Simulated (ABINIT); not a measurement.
# InGaN2 (P3m1): G0W0 with ABINIT, start to end, part 3 of 3

Wanted: ground state, empty states, screening and self-energy for InGaN2 (P3m1).

ABINIT 10.8.3; LDA and many-body steps on it, plane waves. Known limits of the many-body steps: not at the basis limit; screening runs away on this mesh; no spin-orbit coupling; coarse k mesh.

So far. Step 3 (Bands along the symmetry lines): The gap is 0.235 eV, as in the run before at this level. Step 4 (Empty states on the mesh, 3×3×2 mesh, 101 bands): On this mesh the gap is 0.235 eV.

## 5. Screening, 3×3×2 mesh, 93 bands, screening to 130.6 eV

The RPA dielectric matrix is built and inverted for each q.

This step: RPA screening on LDA, plane waves, norm-conserving pseudopotentials.

File run.abi:

```
acell 3*1.0 Angstrom
rprim 
  3.399288205422 -0.000000000005 0.000000000000
  -1.699644102707 2.943869940683 0.000000000000
  0.000000000000 0.000000000000 5.551613000000
ntypat 3
znucl 49 31 7
natom 4
typat 1 2 3 3
xred 
  0.000000000000 0.000000000000 0.998402000000
  0.666666666667 0.333333333333 0.495356000000
  0.666666666667 0.333333333333 0.145617000000
  0.000000000000 0.000000000000 0.602224000000
pp_dirpath "pseudos"
pseudos "In.upf, Ga.upf, N.upf"
ecut 45
ngkpt 3 3 2
nshiftk 1
shiftk 0 0 0
kptopt 1
chksymbreak 0
istwfk *1
occopt 1
irdwfk 1
optdriver 3
nband 93
ecuteps 4.8
inclvkb 2
awtr 1
symchi 1
indata_prefix "in"
outdata_prefix "out"
tmpdata_prefix "tmp"
```

Launch:

```bash
> OMP_NUM_THREADS=1 mpirun -n 8 abinit run.abi > log
```

Numbers of over 12 decimals in the logs are rounded to 6 here.

Log:

```text
.Version 10.8.3 of ABINIT. v10.8.2 released Aug 2026.

 Symmetries : space group P3 m 1 (#156); Bravais hP (primitive hexag.)
[... echo of the input left out ...]
== DATASET  1 ==================================================================
-   mpi_nproc: 8, omp_nthreads: 1 (-1 if OMP is not activated)

--- !DatasetInfo
iteration_state: {dtset: 1, }
dimensions: {natom: 4, nkpt: 6, mband: 93, nsppol: 1, nspinor: 1, nspden: 1, mpw: 5432, }
cutoff_energies: {ecut:  45.0, pawecutdg:  -1.0, }
electrons: {nelect:   5.20000000E+01, charge:   0.00000000E+00, occopt:   1.00000000E+00, tsmear:   1.00000000E-02, }

 SCREENING: Calculation of the susceptibility and dielectric matrices

 Based on a program developped by R.W. Godby, V. Olevano, G. Onida, and L. Reining.
 Incorporated in ABINIT by V. Olevano, G.-M. Rignanese, and M. Torrent.
.Using double precision arithmetic ; gwpc =  8

[... cell and pseudopotentials left out ...]
--------------------------------------------------------------------------------

 ==== K-mesh for the wavefunctions ====
 Number of points in the irreducible wedge :     6
[... list of points left out ...]
 Together with  6 symmetry operations and time-reversal symmetry
 yields    18 points in the full Brillouin Zone.

 ==== Q-mesh for the screening function ====
 Number of points in the irreducible wedge :     6
[... list of points left out ...]
 Together with  6 symmetry operations and time-reversal symmetry
 yields    18 points in the full Brillouin Zone.

 setmesh: FFT mesh size selected  =    24x   24x   45
          total number of points  =        25920

 vcoul_init : cutoff-mode = AUXILIARY_FUNCTION
 q-points for optical limit:   1
     1)      0.000010    0.000020    0.000030

- screening: taking advantage of time-reversal symmetry
- Maximum band index for partially occupied states nbvw = 26
- Remaining bands to be divided among processors   nbcw = 67
- Number of bands treated by each node ~8

 Number of electrons calculated from density =   52.0000; Expected =   52.0000
 average of density, n =  0.138701
 r_s =    1.1984
 omega_plasma =   35.9249 [eV]

 calculating chi0 at frequencies [eV] :
  1    0.000000E+00    0.000000E+00
  2    0.000000E+00    3.592494E+01

--------------------------------------------------------------------------------
  q-point number  1        q = ( 0.000000, 0.000000, 0.000000) [r.l.u.]
--------------------------------------------------------------------------------
[... chi0 elements left out ...]
 For q-point:  0.000010 0.000020 0.000030
  dielectric constant = 732.3990
  dielectric constant without local fields = 947.9466

  Average fulfillment of the sum rule on Im[epsilon] for q-point    1 :     39.37  [%]
[... wings left out ...]
  q-point number  2        q = ( 0.333333, 0.000000, 0.000000) [r.l.u.]
--------------------------------------------------------------------------------
[... chi0 elements left out ...]
  Average fulfillment of the sum rule on Im[epsilon] for q-point    2 :     44.25  [%]

 [... 4 further q-points ...]
```

It took 13 s on 8 MPI ranks of Intel Xeon 6975P-C (Granite Rapids), shared host; peak memory 1.6 GiB; 1.7 min of CPU time.

This step gave:

| Item | Value |
| --- | --- |
| ε∞ with local fields, on this mesh, along the program's q direction | 732.4 |
| the same without local fields | 947.9 |
| plasma frequency | 35.92 eV |
| plane waves in the screening matrix | 197 |

Local fields lower ε∞ by 23 %. The value itself is an artefact of the mesh, where one narrow direct gap carries too much weight.

## 6. Self-energy, 3×3×2 mesh, 93 bands, screening to 130.6 eV

The self-energy is evaluated for the states that the input lists, and the levels follow from it, in one-shot runs by the linearised quasiparticle equation.

This step: G0W0 on LDA, plane waves, norm-conserving pseudopotentials.

Changes to run.abi since step 5:

```diff
@@ -25,8 +25,15 @@
 irdwfk 1
-optdriver 3
+optdriver 4
 nband 93
+gwcalctyp 0
+ecutsigx 45
+symsigma 1
+nkptgw 1
+kptgw 
+  0.0000000000 0.0000000000 0.0000000000
+bdgw 
+  25 28
 ecuteps 4.8
-inclvkb 2
-awtr 1
-symchi 1
+irdscr 1
+ppmodel 1
 indata_prefix "in"
```

Log:

```text
.Version 10.8.3 of ABINIT. v10.8.2 released Aug 2026.

 Symmetries : space group P3 m 1 (#156); Bravais hP (primitive hexag.)
[... echo of the input left out ...]
== DATASET  1 ==================================================================
-   mpi_nproc: 8, omp_nthreads: 1 (-1 if OMP is not activated)

--- !DatasetInfo
iteration_state: {dtset: 1, }
dimensions: {natom: 4, nkpt: 6, mband: 93, nsppol: 1, nspinor: 1, nspden: 1, mpw: 5432, }
cutoff_energies: {ecut:  45.0, pawecutdg:  -1.0, }
electrons: {nelect:   5.20000000E+01, charge:   0.00000000E+00, occopt:   1.00000000E+00, tsmear:   1.00000000E-02, }

 SIGMA: Calculation of the GW corrections

 Based on a program developped by R.W. Godby, V. Olevano, G. Onida, and L. Reining.
 Incorporated in ABINIT by V. Olevano, G.-M. Rignanese, and M. Torrent.
.Using double precision arithmetic ; gwpc =  8

[... cell and pseudopotentials left out ...]
--------------------------------------------------------------------------------

 ==== K-mesh for the wavefunctions ====
 Number of points in the irreducible wedge :     6
[... list of points left out ...]
 Together with  6 symmetry operations and time-reversal symmetry
 yields    18 points in the full Brillouin Zone.

 ==== Q-mesh for screening function ====
 Number of points in the irreducible wedge :     6
[... list of points left out ...]
 Together with  6 symmetry operations and time-reversal symmetry
 yields    18 points in the full Brillouin Zone.

 vcoul_init : cutoff-mode = AUXILIARY_FUNCTION
 q-points for optical limit:   1
     1)      0.000010    0.000020    0.000030
 setmesh: FFT mesh size selected  =    36x   36x   64
          total number of points  =        82944

 Number of electrons calculated from density =   52.0000; Expected =   52.0000
 average of density, n =  0.138701
 r_s =    1.1984
 omega_plasma =   35.9249 [eV]

 === KS Band Gaps ===
  >>>> For spin  1
   Minimum direct gap =   0.2349 [eV], located at k-point      :   0.0000  0.0000  0.0000
   Fundamental gap    =   0.2349 [eV], Top of valence bands at :   0.0000  0.0000  0.0000
                                       Bottom of conduction at :   0.0000  0.0000  0.0000
 SIGMA fundamental parameters:
 PLASMON POLE MODEL  1
 number of plane-waves for SigmaX                 5383
 number of plane-waves for SigmaC and W            197
 number of plane-waves for wavefunctions          5383
 number of bands                                    93
 number of independent spin polarizations            1
 number of spinorial components                      1
 number of k-points in IBZ                           6
 number of q-points in IBZ                           6
 number of symmetry operations                       6
 number of k-points in BZ                           18
 number of q-points in BZ                           18
 number of frequencies for dSigma/dE                 9
 frequency step for dSigma/dE [eV]                0.25
 number of omega for Sigma on real axis              0
 max omega for Sigma on real axis  [eV]           0.00
 zcut for avoiding poles [eV]                     0.10

 EPSILON^-1 parameters (SCR file):
 dimension of the eps^-1 matrix on file            197
 dimension of the eps^-1 matrix used               197
 number of plane-waves for wavefunctions          5383
 number of bands                                    93
 number of q-points in IBZ                           6
 number of frequencies                               2
 number of real frequencies                          1
 number of imag frequencies                          1

 matrix elements of self-energy operator (all in [eV])

 Perturbative Calculation

--- !SelfEnergy_ee
iteration_state: {dtset: 1, }
kpoint     : [   0.000,    0.000,    0.000, ]
spin       : 1
KS_gap     :    0.235
QP_gap     :    0.722
Delta_QP_KS:    0.487
data: !SigmaeeData |
     Band     E0 <VxcDFT>   SigX SigC(E0)      Z dSigC/dE  Sig(E)    E-E0       E
       25   6.073 -18.214 -21.589   3.733   0.776  -0.289 -17.936   0.278   6.351
       26   6.073 -18.214 -21.589   3.733   0.776  -0.289 -17.936   0.278   6.351
       27   6.308 -14.069  -9.826  -3.295   0.806  -0.240 -13.305   0.764   7.073
       28   9.139 -13.894  -8.530  -4.122   0.816  -0.225 -12.881   1.014  10.152

== END DATASET(S) ==============================================================
================================================================================

 -outvars: echo values of variables after computation  --------
           etotal      0.0000000000E+00
            nband          93
             nkpt           6
          spgroup         156
 [... the other variables as echoed above ...]

 Calculation completed.
```

Elapsed: 3.8 s, on 8 MPI ranks; peak memory 0.88 GiB; 28 s of CPU time.

This step gave:

| Quantity | Value |
| --- | --- |
| G0W0 gap on the points computed | 0.7220 eV |
| starting gap on the mesh | 0.2351 eV |
| k of the valence top | 0, 0, 0 |
| k of the conduction bottom | 0, 0, 0 |
| Z at the valence top | 0.776 |
| Z at the conduction bottom | 0.806 |
| least direct G0W0 gap on the computed points | 0.7220 eV |

The gap on the mesh goes from 0.24 eV to 0.72 eV, a correction of +0.49 eV.

Limits: finite bands, cutoff and mesh; no spin-orbit coupling; coarse k mesh. v1 is the top filled band, c1 the lowest empty one. Levels before and after the correction, in eV, zero at the valence-band top of each column:

```
           conduction bottom  valence top
Kohn-Sham               0.24         0.00
     G0W0               0.72         0.00
```

```
             level  energy (eV)
Kohn-Sham  Γ v2-v1        0.000
Kohn-Sham     Γ c1        0.235
Kohn-Sham     Γ c2        3.066
     G0W0  Γ v2-v1        0.000
     G0W0     Γ c1        0.722
     G0W0     Γ c2        3.801
```

## 7. Where the time went

Times are wall times on 8 MPI ranks of Intel Xeon 6975P-C (Granite Rapids), shared host, good to a factor of about two.

```
                          step   time  share  memory (GiB)
                  ground state   27 s   32 %          0.76
bands along the symmetry lines   25 s   30 %           0.8
      empty states on the mesh   14 s   17 %          0.67
                     screening   13 s   16 %           1.6
                   self-energy  3.8 s    4 %          0.88
```

## 8. Summary of results

```yaml
lda_gap: 0.24 eV, direct
g0w0_gap_on_the_mesh: 0.72 eV
gw_settings: 3×3×2 mesh, 93 bands, screening to 130.6 eV, Godby-Needs plasmon pole
known_limits: not at the basis limit; screening runs away on this mesh; no spin-orbit coupling; coarse k mesh
```

In words: G0W0 moves the gap on the mesh from 0.24 eV to 0.72 eV (+0.49 eV), with Z of 0.78 and 0.81 at the edges. Local fields lower the RPA ε∞ on this mesh from 947.95 to 732.40; a Γ-centred mesh this coarse tends to raise both, most where the direct gap is narrow, while a short band sum lowers them. Only 1 of the mesh's irreducible points was corrected, so a valley elsewhere could overtake. Bands and cutoff are finite, so the gap is not at the basis limit. The miss can reach some tenths of an eV and take either sign; the mesh is an error of its own. In the G0W0 run levels were corrected at 1 k point alone, so a gap called «on the mesh» is the least over those, and an edge elsewhere would be missed. The 3×3×2 mesh is coarse for this cell, which bears on the long-range parts of exchange and screening. On this mesh the RPA ε∞ passes 90, more than nearly any semiconductor shows; a coarse mesh does this where one point with a narrow direct gap carries much weight. The screening is then too strong, and the G0W0 gap should not be taken as the material's. The many-body steps are scalar-relativistic: spin-orbit coupling is not in them.

[Paths, hosts, dates, memory and timing lines, banners, echoed tables and standing remarks are left out of the program output.]

[Logs are printed without paths, hosts, clocks, repeated set-up lines and the standing remarks that a program may print on its own settings, such as how far it seeks lower states.]

[Runs of the session that timed out or met a known fault of the program may be left out.]

[Hosts, paths, dates, database ids (printed as entryN), source tags and the programs' standing remarks are cut or masked in the printed files.]

[G0W0 gaps are taken among the corrected bands and points alone; a level outside them can change the order at an edge.]

[Where Ansatz stands beside ABINIT at settings called matched, ABINIT's density can come from a denser mesh and the files from another edition; pairs whose starting gaps differed by over 0.03 eV were left out, so agreement reads better than it is.]
